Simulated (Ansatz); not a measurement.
**CsIn (built on the sites of a database entry of NaB): from the cell to its phonons**

Wanted: phonon frequencies of CsIn (built on the sites of a database entry of NaB) and what follows from them.

Main program and level: Ansatz 0.2.0; DFT PBEsol, scalar-relativistic, plane waves, PAW.

The structure was built from a prototype and need not be the compound's stable phase.

### 1. The starting structure

It takes space group Fm-3m (No. 225, cubic). The conventional cell has a = 7.419 Å, b = 7.419 Å, c = 7.419 Å, α = 90.00°, β = 90.00°, γ = 90.00°. Nearest to Cs lie 6 In at 3.71 Å. Nearest to In lie 6 Cs at 3.71 Å. Farther neighbours are not listed.

### 2. Bringing the structure to rest

The cell and atoms are relaxed, since residual forces and stress would shift the frequencies.

Contents of input.yaml:

```yaml
crystal:
  lattice:
    - [0.0, 3.70947, 3.70947]
    - [3.70947, 0.0, 3.70947]
    - [3.70947, 3.70947, 0.0]
  atoms:
    - { symbol: Cs, position: [0.0, 0.0, 0.0] }
    - { symbol: In, position: [0.5, 0.5, 0.5] }
kpoints:
  mp_grid: { grid: [8, 8, 8] }
hamiltonian:
  xc: pbesol
scf:
  occupations: { method: gaussian, width: 0.1 }
output:
  forces: true
  stress: true
  eigenvalues: true
relax:
  adjacent_minimum: "off"
  f_tol: 0.005
  max_steps: 80
  cell: { stress_tol: 0.05 }
```

Run with:

```sh
$ ansatz run input.yaml --threads 4 --pin off --max-ram 7168MiB --backend cpu --events-out ev --progress --plain --runs-dir out
```

Numbers of over 12 decimals in the logs are rounded to 6 here.

The log of the run:

```text
Engine: ansatz 0.2.0, aarch64-unknown-linux-gnu
Pseudopotentials: kind: paw
Pseudopotential: Cs, paw, valence charge 9, recommended cutoff 420 eV (normal), Cs.paw.azcp
Pseudopotential: In, paw, valence charge 13, recommended cutoff 420 eV (normal), In.paw.azcp
Functional definition: PBEsol
  exchange = pbesol_x
  correlation = pbesol_c
Crystal: 2 atoms, lattice volume = 102.086 Å³
Basis set: ecut = 420 eV, 1989 PW (Γ), exchange–correlation on 72×72×72 points (8 copies of the dense FFT grid, shifted against one another)
Bands: 15, of which v1, the nominal top of the filled ones, is band 11 counted from 1 (10 counted from 0)
Symmetry: 48 space group operations
Space group: Fm-3m (ITA 225), of the structure as read, at distance tolerance 4.7e-5 Å
k-points: 29 of 512
Non-local potential: Cs, projectors of the file, l = 0: 3, l = 1: 2, l = 2: 2, l = 3: 2
Non-local potential: In, projectors of the file, l = 0: 2, l = 1: 2, l = 2: 2, l = 3: 2
PAW form: soft (Blöchl's): semilocal exchange-correlation on the pseudo side does not see the compensation charge
PAW frozen core: Cs, regenerated for the run's functional, and the local potential with it (the file was generated under x = pbe(κ = 0.804, μ = 0.219515), c = pbe(β = 0.066725))
PAW frozen core: In, regenerated for the run's functional, and the local potential with it (the file was generated under x = pbe(κ = 0.804, μ = 0.219515), c = pbe(β = 0.066725))
PAW one-centre angular grid: Cs, 194 points (default); XC on 64 Gauss nodes
PAW one-centre angular grid: In, 590 points (default); XC on 64 Gauss nodes
Initial density: superposition of atomic densities (neutral atoms: chi_scale 0, normalization atom), corrected by the library's trained network
Initial wavefunctions: pseudopotential atomic-orbital guess
Functional: x = pbesol(κ = 0.804, μ = 0.123457), c = pbesol(β = 0.046)
SCF iter   1: F=—  HF=-11110.287876 eV  |F-HF|=—  |Δ(HF+E_count)|=         —  Δρ=2.93e-3  dr2=1.23e-2  ethr=1.77e-3  ⟨swp⟩=6.5  Hψ=2468  notcnv=0
preconditioner: auto → none  [insulator: Δε(μ)=0.104 eV  Ē_g=12.909 eV  σ=0.100 eV  W_gap=0.54  n_scr=14 (ndim 8)  ℏωp=16.4 eV  f_vac=0.000  D(μ)=2.17/eV (n_scr^D=14)  ε∞_Penn≈2.6]
SCF iter   2: F=—  HF=-11110.284583 eV  |F-HF|=—  |Δ(HF+E_count)|=   3.29e-3  Δρ=8.67e-4  dr2=9.48e-4  ethr=5.58e-5  ⟨swp⟩=2.0  Hψ=973  notcnv=0  defer=1
SCF iter   3: F=—  HF=-11110.284878 eV  |F-HF|=—  |Δ(HF+E_count)|=   2.95e-4  Δρ=3.97e-4  dr2=1.48e-4  ethr=4.31e-6  ⟨swp⟩=2.2  Hψ=682  notcnv=0  defer=1
SCF iter   4: F=—  HF=-11110.284950 eV  |F-HF|=—  |Δ(HF+E_count)|=   7.23e-5  Δρ=4.00e-5  dr2=1.33e-6  ethr=6.72e-7  ⟨swp⟩=2.1  Hψ=512  notcnv=0  defer=1
SCF iter   5: F=—  HF=-11110.284950 eV  |F-HF|=—  |Δ(HF+E_count)|=   5.37e-9  Δρ=4.81e-6  dr2=1.44e-8  ethr=6.03e-9  ⟨swp⟩=2.0  Hψ=741  notcnv=0  defer=1
SCF iter   6: F=-11110.284950 eV  HF=-11110.284950 eV  |F-HF|=4.31e-10  |Δ(HF+E_count)|=   1.42e-8  Δρ=1.16e-6  dr2=7.68e-10  ethr=6.55e-11  ⟨swp⟩=3.9  Hψ=2155  notcnv=0
SCF 1 converged in 6 iterations: F = -11110.284950 eV  dr2 = 7.68e-10
  greatest PAW one-centre occupation: 0.982 electrons in one spin orbital (limit 2), on the In atom at site 1 (counted from 0), in its partial waves of l = 2
relax step   1: F+E_penalty+E_count = -11110.28495044 eV  Δ(F+E_penalty+E_count) = +0.000e0 eV  max|allowed force component| = 5.105e-29 eV/Å  Δτ_max = 0.0000 Å  P = +1.173 GPa  Ω = 102.086 Å³  (6 SCF iters, dr2 threshold 1.00e-7 eV, accepted)
Crystal: 2 atoms, lattice volume = 106.252 Å³
Basis set: ecut = 420 eV, 2085 PW (Γ), exchange–correlation on 72×72×72 points (8 copies of the dense FFT grid, shifted against one another)
Initial density: handed on by an earlier stage of this run
Initial wavefunctions: those handed on with the density
iter 1 solved again at ethr=3.10e-6 eV; its pass at ethr=3.10e-3 eV (dr2=6.81e-4 eV) is discarded
SCF iter   1: F=—  HF=-11110.309583 eV  |F-HF|=—  |Δ(HF+E_count)|=         —  Δρ=5.80e-4  dr2=7.32e-4  ethr=3.10e-6  ⟨swp⟩=2.0  Hψ=3353  notcnv=0
preconditioner: auto → none  [insulator: Δε(μ)=0.109 eV  Ē_g=13.002 eV  σ=0.100 eV  W_gap=0.55  n_scr=14 (ndim 8)  ℏωp=16.1 eV  f_vac=0.000  D(μ)=2.04/eV (n_scr^D=14)  ε∞_Penn≈2.5]
SCF iter   2: F=—  HF=-11110.309271 eV  |F-HF|=—  |Δ(HF+E_count)|=   3.13e-4  Δρ=2.22e-4  dr2=2.65e-5  ethr=3.10e-6  ⟨swp⟩=2.0  Hψ=725  notcnv=0
SCF iter   3: F=—  HF=-11110.309262 eV  |F-HF|=—  |Δ(HF+E_count)|=   8.77e-6  Δρ=6.96e-5  dr2=3.79e-6  ethr=1.21e-7  ⟨swp⟩=2.6  Hψ=780  notcnv=0
SCF iter   4: F=-11110.309261 eV  HF=-11110.309261 eV  |F-HF|=3.63e-8  |Δ(HF+E_count)|=   6.79e-7  Δρ=1.05e-5  dr2=1.06e-7  ethr=9.09e-10  ⟨swp⟩=4.8  Hψ=2593  notcnv=0
SCF 2 converged in 4 iterations: F = -11110.309261 eV  dr2 = 1.06e-7
relax step   2: F+E_penalty+E_count = -11110.30926134 eV  Δ(F+E_penalty+E_count) = -2.431e-2 eV  max|allowed force component| = 2.123e-29 eV/Å  Δτ_max = 0.0000 Å  P = +0.728 GPa  Ω = 106.252 Å³  energy of the carried Pulay correction = -2.147e-4 eV  (4 SCF iters, dr2 threshold 2.00e-7 eV, accepted)
Crystal: 2 atoms, lattice volume = 113.832 Å³
Basis set: ecut = 420 eV, 2229 PW (Γ), exchange–correlation on 72×72×72 points (8 copies of the dense FFT grid, shifted against one another)
iter 1 solved again at ethr=8.04e-6 eV; its pass at ethr=3.10e-3 eV (dr2=1.77e-3 eV) is discarded
SCF iter   1: F=—  HF=-11110.328938 eV  |F-HF|=—  |Δ(HF+E_count)|=         —  Δρ=9.61e-4  dr2=2.38e-3  ethr=8.04e-6  ⟨swp⟩=2.0  Hψ=3362  notcnv=0
preconditioner: auto → Kerker (q_TF=auto, 2.075 Å⁻¹)  [metal: Δε(μ)=0.064 eV  Ē_g=12.972 eV  σ=0.100 eV  W_gap=0.35  n_scr=14 (ndim 8)  ℏωp=15.6 eV  f_vac=0.000  D(μ)=1.98/eV (n_scr^D=14)]
SCF iter   2: F=—  HF=-11110.328239 eV  |F-HF|=—  |Δ(HF+E_count)|=   6.99e-4  Δρ=5.16e-4  dr2=7.68e-4  ethr=8.04e-6  ⟨swp⟩=2.0  Hψ=717  notcnv=0
SCF iter   3: F=—  HF=-11110.327922 eV  |F-HF|=—  |Δ(HF+E_count)|=   3.17e-4  Δρ=1.49e-4  dr2=8.66e-5  ethr=3.49e-6  ⟨swp⟩=2.1  Hψ=511  notcnv=0
SCF iter   4: F=—  HF=-11110.327891 eV  |F-HF|=—  |Δ(HF+E_count)|=   3.09e-5  Δρ=4.27e-5  dr2=3.32e-6  ethr=3.93e-7  ⟨swp⟩=2.1  Hψ=721  notcnv=0
SCF iter   5: F=—  HF=-11110.327891 eV  |F-HF|=—  |Δ(HF+E_count)|=   3.22e-8  Δρ=1.82e-5  dr2=3.19e-7  ethr=1.51e-8  ⟨swp⟩=2.0  Hψ=721  notcnv=0
SCF iter   6: F=-11110.327891 eV  HF=-11110.327891 eV  |F-HF|=1.01e-8  |Δ(HF+E_count)|=   1.55e-8  Δρ=2.66e-6  dr2=8.03e-9  ethr=9.09e-10  ⟨swp⟩=6.2  Hψ=2278  notcnv=0
SCF 3 converged in 6 iterations: F = -11110.327891 eV  dr2 = 8.03e-9
relax step   3: F+E_penalty+E_count = -11110.32789141 eV  Δ(F+E_penalty+E_count) = -1.863e-2 eV  max|allowed force component| = 1.273e-28 eV/Å  Δτ_max = 0.0000 Å  P = +0.112 GPa  Ω = 113.832 Å³  energy of the carried Pulay correction = -5.783e-4 eV  (6 SCF iters, dr2 threshold 2.00e-7 eV, accepted)
[...]
relax step   4: F+E_penalty+E_count = -11110.32840777 eV  Δ(F+E_penalty+E_count) = -5.164e-4 eV  max|allowed force component| = 3.616e-29 eV/Å  Δτ_max = 0.0000 Å  P = +0.014 GPa  Ω = 115.328 Å³  energy of the carried Pulay correction = -6.463e-4 eV  (5 SCF iters, dr2 threshold 3.13e-8 eV, accepted)
Basis set: ecut = 420 eV, 2229 PW (Γ), exchange–correlation on 80×80×80 points (8 copies of the dense FFT grid, shifted against one another)
Initial wavefunctions: pseudopotential atomic-orbital guess (no wavefunctions were taken with the density)
iter 1 solved again at ethr=9.52e-7 eV; its pass at ethr=3.10e-3 eV (dr2=2.09e-4 eV) is discarded
SCF iter   1: F=—  HF=-11110.328939 eV  |F-HF|=—  |Δ(HF+E_count)|=         —  Δρ=8.93e-5  dr2=1.79e-6  ethr=9.52e-7  ⟨swp⟩=3.2  Hψ=3783  notcnv=0
preconditioner: auto → Kerker (q_TF=auto, 2.070 Å⁻¹)  [metal: Δε(μ)=0.052 eV  Ē_g=12.913 eV  σ=0.100 eV  W_gap=0.29  n_scr=14 (ndim 8)  ℏωp=15.5 eV  f_vac=0.000  D(μ)=1.98/eV (n_scr^D=14)]
SCF iter   2: F=—  HF=-11110.328939 eV  |F-HF|=—  |Δ(HF+E_count)|=   9.08e-8  Δρ=4.06e-5  dr2=3.44e-7  ethr=8.13e-9  ⟨swp⟩=2.3  Hψ=633  notcnv=0
SCF iter   3: F=—  HF=-11110.328939 eV  |F-HF|=—  |Δ(HF+E_count)|=   2.82e-7  Δρ=1.05e-5  dr2=3.93e-8  ethr=1.56e-9  ⟨swp⟩=2.9  Hψ=726  notcnv=0
SCF iter   4: F=—  HF=-11110.328939 eV  |F-HF|=—  |Δ(HF+E_count)|=   1.19e-8  Δρ=4.94e-7  dr2=3.09e-10  ethr=1.79e-10  ⟨swp⟩=3.0  Hψ=655  notcnv=0
SCF iter   5: F=—  HF=-11110.328939 eV  |F-HF|=—  |Δ(HF+E_count)|=  4.37e-11  Δρ=1.38e-7  dr2=2.92e-11  ethr=1.00e-12  ⟨swp⟩=7.7  Hψ=2434  notcnv=0
SCF iter   6: F=-11110.328939 eV  HF=-11110.328939 eV  |F-HF|=9.09e-12  |Δ(HF+E_count)|=  1.46e-11  Δρ=3.51e-8  dr2=2.22e-12  ethr=1.00e-12  ⟨swp⟩=5.9  Hψ=1816  notcnv=0
SCF 5 converged in 6 iterations: F = -11110.328939 eV  dr2 = 2.22e-12
relax step   5: F+E_penalty+E_count = -11110.32893908 eV  Δ(F+E_penalty+E_count) = -5.313e-4 eV  max|allowed force component| = 2.763e-29 eV/Å  Δτ_max = 0.0000 Å  P = +0.011 GPa  Ω = 115.328 Å³  stress off target by 1.14e-2 GPa  SCF on the basis re-selected at this cell (its energy is not comparable with the rows above)  (6 SCF iters)
basis re-selected at this cell: Δ(F+E_penalty+E_count) = -5.313e-4 eV, ΔP = -0.003 GPa vs the last step (what re-selecting the basis moved, of the pressure what is left beyond the Pulay correction that the steps carried, after the strain that the cell walked since its last selection, with what the two solves' SCF thresholds leave and, on support functions, any second-order correction that the steps lacked; it is no measure of the basis error at this ecutwfc). The dense FFT grid was sized anew with the basis: this SCF ran on 40×40×40 points, the steps before it on 36×36×36, so part of this shift can come from that change (see relax.cell in the input reference). [rest of the remark cut]
SCF converged after 6 iterations
Free energy (F): -11110.328939 eV
Harris-Foulkes:  -11110.328939 eV  (|F-HF|=9.09e-12)
Internal energy: -11110.319028 eV  (E = F + TS)
E sigma→0 (E₀):  -11110.323983 eV
Entropy (-TS):   -0.009911 eV (-4.956 meV/atom)
Fermi energy:    4.278509 eV
--- Per-component energies (eV) ---
  E_band       = -170.809156
  E_kinetic    = 381.602399
  E_local      = -1864.264045  (includes V_loc(G=0)·N_el)
  E_nonlocal   = 398.165331
  E_hartree    = 727.745711
  E_xc         = -385.077985
  E_vxc        = -224.179510  (∫ρ·V_xc dr)
  E_paw        = -9063.218744  (= ΣΔE_a)
  E_vpaw       = -317.624735  (= ΣTr[D̂ρ^β])
  E_aug_tail   = 0.000024  (compensation charges beyond the density's cutoff)
  E_ewald      = -1305.651781
  E_core_change = 0.380063  (= ΣΔE_core)
  E_smearing   = -0.009911  (= −TS)
  E_closure    = 0.000000  (closes the sum)
  Σ components = -11110.328939   (vs F -11110.328939, Δ=0.00e0)
--- Forces (eV/Å), atoms counted from 1 ---
  atom   1  Cs    -0.00000000     0.00000000     0.00000000
  atom   2  In     0.00000000     0.00000000    -0.00000000
  max |Σ_I F_I| component: 5.41e-29 eV/Å
--- Stress (GPa, compression-positive) ---
        0.011425       0.000000       0.000000
        0.000000       0.011425      -0.000000
        0.000000      -0.000000       0.011425
  P = ⅓ Tr σ = 0.0114 GPa (0.114 kbar)
--- Band table (eV; the first three rows and the last of 29) ---
  k-point 0: bands = [... 7 lower, -5.2102, -5.2102, -1.3756, 5.8450, 5.8450, 5.8450, 7.0040, 7.0040]
  k-point 1: bands = [... 7 lower, -5.2105, -5.2105, -1.2578, 5.0452, 5.5238, 5.5238, 6.9659, 7.2044]
  k-point 2: bands = [... 7 lower, -5.2112, -5.2112, -0.9590, 4.0208, 5.0326, 5.0326, 6.9815, 7.6680]
  k-point 28: bands = [... 7 lower, -5.3355, -5.2949, -0.7059, 4.2578, 4.3097, 4.3097, 7.6890, 7.6890]
--- Relaxed structure (4 steps of the walk, 4 accepted, 1 SCFs on fresh bases) ---
  F+E_penalty+E_count = -11110.32893908 eV   max|allowed force component| = 2.763e-29 eV/Å   (the final SCF, on the basis selected at the relaxed cell)
  cell:  # Å, volume = 115.3283 Å³
    - [0, 3.863390, 3.863390]
    - [3.863390, 0, 3.863390]
    - [3.863390, 3.863390, 0]
  atoms:
    - { symbol: Cs, position: [0, 0, 0] }
    - { symbol: In, position: [0.5, 0.5, 0.5] }
```

Wall time 3.7 s (4 threads of Arm Neoverse V2, shared host); peak memory 0.45 GiB.

Step by step:

```tsv
step	energy less that of the first step (eV)	largest force component (eV/Å)	pressure (GPa)	volume (Å³)
1	0.0000	0.0000	1.17	102.09
2	-0.0243	0.0000	0.73	106.25
3	-0.0429	0.0000	0.11	113.83
4	-0.0435	0.0000	0.01	115.33
5*	-0.0440	0.0000	0.01	115.33
```

Relaxation steps marked * repeat the geometry before them on a plane-wave basis chosen anew for their cell, so energy and pressure can jump there.

Forces are held to the 48 operations that the run works with; a distortion that breaks them can't arise in this run.

```tsv
conventional cell, symmetrised	before	after	change
a (Å)	7.419	7.727	+4.1 %
b (Å)	7.419	7.727	+4.1 %
c (Å)	7.419	7.727	+4.1 %
volume (Å³/atom)	51.04	57.66	+13.0 %
```

Final coordinates:

```xyz
2
Lattice="0.0000 3.8634 3.8634 3.8634 0.0000 3.8634 3.8634 3.8634 0.0000" Properties=species:S:1:pos:R:3 pbc="T T T"
Cs    0.0000    0.0000    0.0000
In    3.8634    3.8634    3.8634
```

Numbers from this step:

```
pressure          : 0.01143 GPa
volume per atom   : 57.66 Å³
gap on the k-mesh : 0 eV
```

In this step the volume went from 51.04 to 57.66 Å³/atom.

### 3. Relaxation

The relaxation is repeated from its end on the same settings, as a check that it has come to rest.

input.yaml, the sections that differ from step 2:

```yaml
crystal:
  lattice:
    - [0.0, 3.8633904789, 3.8633904789]
    - [3.8633904789, 0.0, 3.8633904789]
    - [3.8633904789, 3.8633904789, 0.0]
  atoms:
    - { symbol: Cs, position: [0.0, 0.0, 0.0] }
    - { symbol: In, position: [0.5, 0.5, 0.5] }
output:
  forces: true
  stress: true
  eigenvalues: true
  write_density: true
  write_potential: true
  elf: true
  volumetric_format: npy
# kpoints, hamiltonian, scf, relax: as in step 2
```

The log of the run:

```text
[...]
Crystal: 2 atoms, lattice volume = 115.328 Å³
Basis set: ecut = 420 eV, 2229 PW (Γ), exchange–correlation on 80×80×80 points (8 copies of the dense FFT grid, shifted against one another)
Bands: 15, of which v1, the nominal top of the filled ones, is band 11 counted from 1 (10 counted from 0)
Symmetry: 48 space group operations
[...]
k-points: 29 of 512
[...]
k-point 28: bands = [... 7 lower, -5.3355, -5.2949, -0.7059, 4.2578, 4.3097, 4.3097, 7.6890, 7.6890]
--- Relaxed structure (1 steps of the walk, 1 accepted, 1 SCFs on fresh bases) ---
[...]
cell:  # Å, volume = 115.3283 Å³
    - [0.0, 3.8633904789, 3.8633904789]
    - [3.8633904789, 0.0, 3.8633904789]
    - [3.8633904789, 3.8633904789, 0.0]
  atoms:
    - { symbol: Cs, position: [0.0, 0.0, 0.0] }
    - { symbol: In, position: [0.5, 0.5, 0.5] }
[key lines of the parts left out:]
SCF converged after 6 iterations
Free energy (F): -11110.328939 eV
Fermi energy:    4.278511 eV
P = ⅓ Tr σ = 0.0114 GPa (0.114 kbar)
```

Elapsed: 1.9 s, on 4 threads; peak memory 0.45 GiB; 6.6 s of CPU time.

Little changed from the start: no atom moved by 0.005 Å and no cell edge by 0.1 %.

Numbers from this step:

- pressure: 0.01142 GPa

In this step the volume went from 57.66 to 57.66 Å³/atom.

### 4. Relaxing to small forces for the phonons

Phonons need a cell at rest on their own settings, so the relaxation is repeated with tight tolerances on forces and stress on the k mesh and occupations of the first response run.

input.yaml, the sections that differ from step 3:

```yaml
scf:
  occupations: { method: methfessel_paxton, width: 0.15 }
output:
  forces: true
  stress: true
  eigenvalues: true
relax:
  adjacent_minimum: "off"
  f_tol: 0.001
  max_steps: 60
  cell: { stress_tol: 0.01 }
# crystal, kpoints, hamiltonian: as in step 3
```

The log of the run:

```text
[...]
Crystal: 2 atoms, lattice volume = 115.328 Å³
Basis set: ecut = 420 eV, 2229 PW (Γ), exchange–correlation on 80×80×80 points (8 copies of the dense FFT grid, shifted against one another)
Bands: 15, of which v1, the nominal top of the filled ones, is band 11 counted from 1 (10 counted from 0)
Symmetry: 48 space group operations
[...]
k-points: 29 of 512
[...]
k-point 28: bands = [... 7 lower, -5.3520, -5.3117, -0.7228, 4.2418, 4.2923, 4.2923, 7.6700, 7.6700]
--- Relaxed structure (3 steps of the walk, 3 accepted, 1 SCFs on fresh bases) ---
[...]
cell:  # Å, volume = 115.5939 Å³
    - [0, 3.866354, 3.866354]
    - [3.866354, 0, 3.866354]
    - [3.866354, 3.866354, 0]
  atoms:
    - { symbol: Cs, position: [0, 0, 0] }
    - { symbol: In, position: [0.5, 0.5, 0.5] }
[key lines of the parts left out:]
SCF converged after 7 iterations
Free energy (F): -11110.323278 eV
Fermi energy:    4.267379 eV
P = ⅓ Tr σ = 0.0000 GPa (0.000 kbar)
```

Wall time 3.2 s (4 threads); peak memory 0.46 GiB.

Little changed from the start: no atom moved by 0.005 Å and no cell edge by 0.1 %.

This step gave:

```
pressure        : 4.12e-5 GPa
volume per atom : 57.80 Å³
```

The forces vanish by symmetry and the pressure is 0.000 GPa, within the tolerances set. The cell now holds 57.80 Å³/atom.

[end of part 1 of 2]

[Logs are printed without paths, hosts, clocks, repeated set-up lines and the standing remarks that a program may print on its own settings, such as how far it seeks lower states.]

[Hosts, paths, dates, database ids (printed as entryN), source tags and the programs' standing remarks are cut or masked in the printed files.]
